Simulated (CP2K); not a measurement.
Consider acetonitrile monohydrate at its PBE geometry (Å).

```xyz
9

C    -0.8512    1.5426    1.1268
C    -0.1570    0.6170    0.2486
N     0.3967   -0.1305   -0.4470
O     1.1075   -2.7987   -1.5023
H    -1.2961    0.9930    1.9668
H    -0.1512    2.2897    1.5223
H    -1.6505    2.0601    0.5802
H     1.6902   -2.6940   -2.2713
H     0.9115   -1.8792   -1.2241
```

Method: CP2K XAS_TDP, all-electron GAPW, PBEh(45%), aug-cc-pVDZ, TDA, no relativity.

**Question.** Predict the bright core excitations at the N K edge.

Leading lines: N3 395.85 eV. The leading line of an atom is its first one with 35 % of the strongest within 2.5 eV of its lowest line over the strength cut. 

The first six lines of each atom with a strength over 0.0015:

```
                            atom  energy (eV)  states  strength, one atom
N3 (bonded to C, takes 1 H bond)       395.85       2              0.1062
                                       400.17       1              0.0019
                                       402.02       1              0.0045
                                       403.29       1              0.0043
                                       403.95       1              0.0052
                                       403.98       1              0.0052
```

Lines are vertical, at one geometry, with no vibrational structure. Without a correction of the core level, line positions, and the gaps between valence and Rydberg lines, follow the share of exact exchange. At this level such K lines come out 3 to 6 eV under measured ones. These values hold no scalar relativity, about 0.2 eV for N 1s. Rydberg lines, and the discretised continuum above threshold, depend on the basis and the box. This is one low-energy arrangement of the cluster, relaxed without a dispersion correction; others exist.

[Banner, clock and machine lines of the logs are left out without a mark of their own.]

[Logs are printed without paths, hosts, clocks, repeated set-up lines and the standing remarks that a program may print on its own settings, such as how far it seeks lower states.]

[Hosts, paths, dates, database ids (printed as entryN), source tags and the programs' standing remarks are cut or masked in the printed files.]
